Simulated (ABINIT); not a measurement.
**BN (Qingsongite): bands and cutoff in G0W0 with ABINIT**

What does each rung of G0W0 on BN (Qingsongite) cost, and what does it buy?

Program: ABINIT 10.8.3. Level of theory: LDA and many-body steps on it, plane waves. Results are calculated unless marked as measured.

Report form: the programs' logs are mostly left out.

### Step 1. Set-up

Symmetry: F-43m, No. 216, cubic system. Conventional cell: a = 3.615 Å, b = 3.615 Å, c = 3.615 Å, α = 90.00°, β = 90.00°, γ = 90.00°. Nearest to B lie 4 N at 1.57 Å. N has 4 B at 1.57 Å nearest. Farther neighbours and most contacts between anions are not listed.

The cell and positions come from the Crystallography Open Database and are kept as given unless a step says otherwise.

### Step 2. Empty states on the mesh, 6×6×6 mesh, 311 bands

This step: ABINIT 10.8.3; DFT, LDA, plane waves, norm-conserving pseudopotentials.

The sums over transitions need many empty states on a uniform mesh; this step solves for them.

run.abi

```
acell 3*1.0 Angstrom
rprim 
  -0.000000000000 1.807500000000 1.807500000000
  1.807500000000 0.000000000000 1.807500000000
  1.807500000000 1.807500000000 -0.000000000000
ntypat 2
znucl 5 7
natom 2
typat 1 2
xred 
  0.000000000000 0.000000000000 0.000000000000
  0.250000000000 0.250000000000 0.250000000000
pp_dirpath "pseudos"
pseudos "B.upf, N.upf"
ecut 36
ngkpt 6 6 6
nshiftk 1
shiftk 0 0 0
kptopt 1
chksymbreak 0
irdden 1
istwfk *1
nband 311
prtvol 0
optdriver 6
gwr_task "HDIAGO"
paral_kgb 0
occopt 1
indata_prefix "in"
outdata_prefix "out"
tmpdata_prefix "tmp"
```

Started as:

```sh
$ OMP_NUM_THREADS=1 mpirun -n 4 abinit run.abi > log
```

The job ended after 5.8 s (4 MPI ranks of Arm Neoverse V1, shared host; peak memory 0.34 GiB).

Numbers from this step:

- gap: 4.420 eV
- k of the valence top: 0, 0, 0
- k of the conduction bottom: 0.5, 0.5, 0
- least direct gap: 8.748 eV
- k points computed: 16
- lowest point of the top converged band, above the valence top: 472.2024 eV

On this mesh the gap is 4.420 eV.

The density comes from a self-consistent run that is not shown.

### Step 3. Screening, 6×6×6 mesh, 63 bands, screening to 203.5 eV

The RPA dielectric matrix is built and inverted for each q.

This step: RPA screening on LDA, plane waves, norm-conserving pseudopotentials.

run.abi, as its differences from that of step 2:

```diff
@@ -20,10 +20,11 @@
 chksymbreak 0
-irdden 1
 istwfk *1
-nband 311
-prtvol 0
-optdriver 6
-gwr_task "HDIAGO"
-paral_kgb 0
 occopt 1
+irdwfk 1
+optdriver 3
+nband 63
+ecuteps 7.48
+inclvkb 2
+awtr 1
+symchi 1
 indata_prefix "in"
```

Elapsed: 9.5 s, on 4 MPI ranks; peak memory 0.43 GiB; 38 s of CPU time.

This step gave:

```yaml
eps_infinity_with_local_fields_on_this_mesh_along_the_program_s_q_direction: 4.446
the_same_without_local_fields: 4.790
plasma_frequency: 30.56 eV
plane_waves_in_the_screening_matrix: 65
```

Local fields lower ε∞ by 7 %. On a Γ-centred mesh this coarse the value itself is usually too large, while a short band sum pulls it down.

### Step 4. 63 bands, 203.5 eV

The self-energy is evaluated for the states that the input lists, and the levels follow from it, in one-shot runs by the linearised quasiparticle equation.

This step: G0W0 on LDA, plane waves, norm-conserving pseudopotentials.

run.abi, as its differences from that of step 3:

```diff
@@ -23,8 +23,19 @@
 irdwfk 1
-optdriver 3
+optdriver 4
 nband 63
+gwcalctyp 0
+ecutsigx 36
+symsigma 1
+nkptgw 3
+kptgw 
+  0.0000000000 0.0000000000 0.0000000000
+  0.5000000000 0.5000000000 0.0000000000
+  0.5000000000 0.0000000000 0.0000000000
+bdgw 
+  2 7
+  3 6
+  3 7
 ecuteps 7.48
-inclvkb 2
-awtr 1
-symchi 1
+irdscr 1
+ppmodel 1
 indata_prefix "in"
```

Wall time 3.6 s (4 MPI ranks); peak memory 0.44 GiB.

This step gave:

| Quantity | Value |
| --- | --- |
| G0W0 gap on the points computed | 6.16 eV |
| starting gap on the mesh | 4.420 eV |
| k of the valence top | 0, 0, 0 |
| k of the conduction bottom | 0.5, 0.5, 0 |
| Z at the valence top | 0.827 |
| Z at the conduction bottom | 0.853 |
| least direct G0W0 gap on the computed points | 10.89 eV |

The gap on the mesh goes from 4.42 eV to 6.16 eV, a correction of +1.74 eV.

### Step 5. Screening, 6×6×6 mesh, 94 bands, screening to 269.4 eV

This step: RPA screening on LDA, plane waves, norm-conserving pseudopotentials.

run.abi, as its differences from that of step 4:

```diff
@@ -23,19 +23,8 @@
 irdwfk 1
-optdriver 4
-nband 63
-gwcalctyp 0
-ecutsigx 36
-symsigma 1
-nkptgw 3
-kptgw 
-  0.0000000000 0.0000000000 0.0000000000
-  0.5000000000 0.5000000000 0.0000000000
-  0.5000000000 0.0000000000 0.0000000000
-bdgw 
-  2 7
-  3 6
-  3 7
-ecuteps 7.48
-irdscr 1
-ppmodel 1
+optdriver 3
+nband 94
+ecuteps 9.9
+inclvkb 2
+awtr 1
+symchi 1
 indata_prefix "in"
```

Elapsed: 17 s, on 4 MPI ranks; peak memory 0.51 GiB; 66 s of CPU time.

This step gave:

```yaml
eps_infinity_with_local_fields_on_this_mesh_along_the_program_s_q_direction: 4.438
the_same_without_local_fields: 4.791
plasma_frequency: 30.56 eV
plane_waves_in_the_screening_matrix: 113
```

### Step 6. 94 bands, 269.4 eV

This step: G0W0 on LDA, plane waves, norm-conserving pseudopotentials.

run.abi, as its differences from that of step 5:

```diff
@@ -23,8 +23,19 @@
 irdwfk 1
-optdriver 3
+optdriver 4
 nband 94
+gwcalctyp 0
+ecutsigx 36
+symsigma 1
+nkptgw 3
+kptgw 
+  0.0000000000 0.0000000000 0.0000000000
+  0.5000000000 0.5000000000 0.0000000000
+  0.5000000000 0.0000000000 0.0000000000
+bdgw 
+  2 7
+  3 6
+  3 7
 ecuteps 9.9
-inclvkb 2
-awtr 1
-symchi 1
+irdscr 1
+ppmodel 1
 indata_prefix "in"
```

Elapsed: 7.9 s, on 4 MPI ranks; peak memory 0.54 GiB.

This step gave:

- G0W0 gap on the points computed: 6.241 eV
- starting gap on the mesh: 4.420 eV
- k of the valence top: 0, 0, 0
- k of the conduction bottom: 0.5, 0.5, 0
- Z at the valence top: 0.826
- Z at the conduction bottom: 0.853
- least direct G0W0 gap on the computed points: 10.96 eV

Against G0W0 in ABINIT (6×6×6 mesh, 63 bands, screening to 203.5 eV, Godby-Needs plasmon pole), the gap moves by +0.081 eV.

### Step 7. Screening, 6×6×6 mesh, 143 bands, screening to 359.2 eV

This step: RPA screening on LDA, plane waves, norm-conserving pseudopotentials.

run.abi, as its differences from that of step 6:

```diff
@@ -23,19 +23,8 @@
 irdwfk 1
-optdriver 4
-nband 94
-gwcalctyp 0
-ecutsigx 36
-symsigma 1
-nkptgw 3
-kptgw 
-  0.0000000000 0.0000000000 0.0000000000
-  0.5000000000 0.5000000000 0.0000000000
-  0.5000000000 0.0000000000 0.0000000000
-bdgw 
-  2 7
-  3 6
-  3 7
-ecuteps 9.9
-irdscr 1
-ppmodel 1
+optdriver 3
+nband 143
+ecuteps 13.2
+inclvkb 2
+awtr 1
+symchi 1
 indata_prefix "in"
```

The job ended after 59 s (4 MPI ranks; peak memory 0.89 GiB; 3.9 min of CPU time).

Numbers from this step:

```yaml
eps_infinity_with_local_fields_on_this_mesh_along_the_program_s_q_direction: 4.436
the_same_without_local_fields: 4.791
plasma_frequency: 30.56 eV
plane_waves_in_the_screening_matrix: 169
```

### Step 8. 143 bands, 359.2 eV

This step: G0W0 on LDA, plane waves, norm-conserving pseudopotentials.

run.abi, as its differences from that of step 7:

```diff
@@ -23,8 +23,19 @@
 irdwfk 1
-optdriver 3
+optdriver 4
 nband 143
+gwcalctyp 0
+ecutsigx 36
+symsigma 1
+nkptgw 3
+kptgw 
+  0.0000000000 0.0000000000 0.0000000000
+  0.5000000000 0.5000000000 0.0000000000
+  0.5000000000 0.0000000000 0.0000000000
+bdgw 
+  2 7
+  3 6
+  3 7
 ecuteps 13.2
-inclvkb 2
-awtr 1
-symchi 1
+irdscr 1
+ppmodel 1
 indata_prefix "in"
```

The job ended after 22 s (4 MPI ranks; peak memory 0.94 GiB).

Numbers from this step:

```
G0W0 gap on the points computed              : 6.297 eV
starting gap on the mesh                     : 4.420 eV
k of the valence top                         : 0, 0, 0
k of the conduction bottom                   : 0.5, 0.5, 0
least direct G0W0 gap on the computed points : 11.02 eV
```

Against G0W0 in ABINIT (6×6×6 mesh, 94 bands, screening to 269.4 eV, Godby-Needs plasmon pole), the gap moves by +0.056 eV.

### Step 9. Screening, 6×6×6 mesh, 210 bands, screening to 466.9 eV

This step: RPA screening on LDA, plane waves, norm-conserving pseudopotentials.

run.abi, as its differences from that of step 8:

```diff
@@ -23,19 +23,8 @@
 irdwfk 1
-optdriver 4
-nband 143
-gwcalctyp 0
-ecutsigx 36
-symsigma 1
-nkptgw 3
-kptgw 
-  0.0000000000 0.0000000000 0.0000000000
-  0.5000000000 0.5000000000 0.0000000000
-  0.5000000000 0.0000000000 0.0000000000
-bdgw 
-  2 7
-  3 6
-  3 7
-ecuteps 13.2
-irdscr 1
-ppmodel 1
+optdriver 3
+nband 210
+ecuteps 17.16
+inclvkb 2
+awtr 1
+symchi 1
 indata_prefix "in"
```

Wall time 2.1 min (4 MPI ranks); peak memory 1.2 GiB.

This step gave:

```
ε∞ with local fields, on this mesh, along the program's q direction : 4.434
the same without local fields                                       : 4.791
plasma frequency                                                    : 30.56 eV
plane waves in the screening matrix                                 : 283
```

### Step 10. 210 bands, 466.9 eV

This step: G0W0 on LDA, plane waves, norm-conserving pseudopotentials.

run.abi, as its differences from that of step 9:

```diff
@@ -23,8 +23,19 @@
 irdwfk 1
-optdriver 3
+optdriver 4
 nband 210
+gwcalctyp 0
+ecutsigx 36
+symsigma 1
+nkptgw 3
+kptgw 
+  0.0000000000 0.0000000000 0.0000000000
+  0.5000000000 0.5000000000 0.0000000000
+  0.5000000000 0.0000000000 0.0000000000
+bdgw 
+  2 7
+  3 6
+  3 7
 ecuteps 17.16
-inclvkb 2
-awtr 1
-symchi 1
+irdscr 1
+ppmodel 1
 indata_prefix "in"
```

The job ended after 77 s (4 MPI ranks; peak memory 1.4 GiB; 5.1 min of CPU time).

This step gave:

```yaml
g0w0_gap_on_the_points_computed: 6.333 eV
starting_gap_on_the_mesh: 4.420 eV
k_of_the_valence_top: 0, 0, 0
k_of_the_conduction_bottom: 0.5, 0.5, 0
least_direct_g0w0_gap_on_the_computed_points: 11.05 eV
```

Against G0W0 in ABINIT (6×6×6 mesh, 143 bands, screening to 359.2 eV, Godby-Needs plasmon pole), the gap moves by +0.036 eV.

### Step 11. Screening, 6×6×6 mesh, 303 bands, screening to 598.7 eV

This step: RPA screening on LDA, plane waves, norm-conserving pseudopotentials.

run.abi, as its differences from that of step 10:

```diff
@@ -23,19 +23,8 @@
 irdwfk 1
-optdriver 4
-nband 210
-gwcalctyp 0
-ecutsigx 36
-symsigma 1
-nkptgw 3
-kptgw 
-  0.0000000000 0.0000000000 0.0000000000
-  0.5000000000 0.5000000000 0.0000000000
-  0.5000000000 0.0000000000 0.0000000000
-bdgw 
-  2 7
-  3 6
-  3 7
-ecuteps 17.16
-irdscr 1
-ppmodel 1
+optdriver 3
+nband 303
+ecuteps 22
+inclvkb 2
+awtr 1
+symchi 1
 indata_prefix "in"
```

Wall time 4.7 min (4 MPI ranks); peak memory 1.7 GiB; 19 min of CPU time.

This step gave:

| Quantity | Value |
| --- | --- |
| ε∞ with local fields, on this mesh, along the program's q direction | 4.433 |
| the same without local fields | 4.791 |
| plasma frequency | 30.56 eV |
| plane waves in the screening matrix | 411 |

### Step 12. 303 bands, 598.7 eV

This step: G0W0 on LDA, plane waves, norm-conserving pseudopotentials.

run.abi, as its differences from that of step 11:

```diff
@@ -23,8 +23,19 @@
 irdwfk 1
-optdriver 3
+optdriver 4
 nband 303
+gwcalctyp 0
+ecutsigx 36
+symsigma 1
+nkptgw 3
+kptgw 
+  0.0000000000 0.0000000000 0.0000000000
+  0.5000000000 0.5000000000 0.0000000000
+  0.5000000000 0.0000000000 0.0000000000
+bdgw 
+  2 7
+  3 6
+  3 7
 ecuteps 22
-inclvkb 2
-awtr 1
-symchi 1
+irdscr 1
+ppmodel 1
 indata_prefix "in"
```

Run time: 3.7 min. Hardware: 4 MPI ranks; peak memory 2 GiB.

Numbers from this step:

* G0W0 gap on the points computed: 6.355 eV
* starting gap on the mesh: 4.420 eV
* k of the valence top: 0, 0, 0
* k of the conduction bottom: 0.5, 0.5, 0
* least direct G0W0 gap on the computed points: 11.07 eV

Against G0W0 in ABINIT (6×6×6 mesh, 210 bands, screening to 466.9 eV, Godby-Needs plasmon pole), the gap moves by +0.022 eV.

### Step 13. Side by side

Times are wall times on 4 MPI ranks of Arm Neoverse V1, shared host, good to a factor of about two. A run's time includes the screening step that it read.

```csv
run,mesh,bands,screening cutoff (eV),DFT gap (eV),gap on the mesh (eV),direct (eV),ε∞ used,time
"63 bands, 203.5 eV",6×6×6,63,203.5,4.420,6.160,10.890,4.45,13 s
"94 bands, 269.4 eV",6×6×6,94,269.4,4.420,6.241,10.963,4.44,25 s
"143 bands, 359.2 eV",6×6×6,143,359.2,4.420,6.297,11.015,4.44,81 s
"210 bands, 466.9 eV",6×6×6,210,466.9,4.420,6.333,11.050,4.43,3.4 min
"303 bands, 598.7 eV",6×6×6,303,598.7,4.420,6.355,11.071,4.43,8.4 min
```

### Step 14. What came out

| Item | Value |
| --- | --- |
| 63 bands, 203.5 eV | 6.160 eV |
| 94 bands, 269.4 eV | 6.241 eV |
| 143 bands, 359.2 eV | 6.297 eV |
| 210 bands, 466.9 eV | 6.333 eV |
| 303 bands, 598.7 eV | 6.355 eV |
| known limits | not at the basis limit; coarse k mesh |

**Reading.** From the first rung to the last the gap moves by +0.20 eV for 39 times the time. In the G0W0 runs levels were corrected at 3 k points alone, so a gap called «on the mesh» is the least over those, and an edge elsewhere would be missed. The 6×6×6 mesh is coarse for this cell, which bears on the long-range parts of exchange and screening.

[Paths, hosts, dates, memory and timing lines, banners, echoed tables and standing remarks are left out of the program output.]

[Logs are printed without paths, hosts, clocks, repeated set-up lines and the standing remarks that a program may print on its own settings, such as how far it seeks lower states.]

[Runs of the session that timed out or met a known fault of the program may be left out.]

[Hosts, paths, dates, database ids (printed as entryN), source tags and the programs' standing remarks are cut or masked in the printed files.]

[G0W0 gaps are taken among the corrected bands and points alone; a level outside them can change the order at an edge.]

[Where Ansatz stands beside ABINIT at settings called matched, ABINIT's density can come from a denser mesh and the files from another edition; pairs whose starting gaps differed by over 0.03 eV were left out, so agreement reads better than it is.]
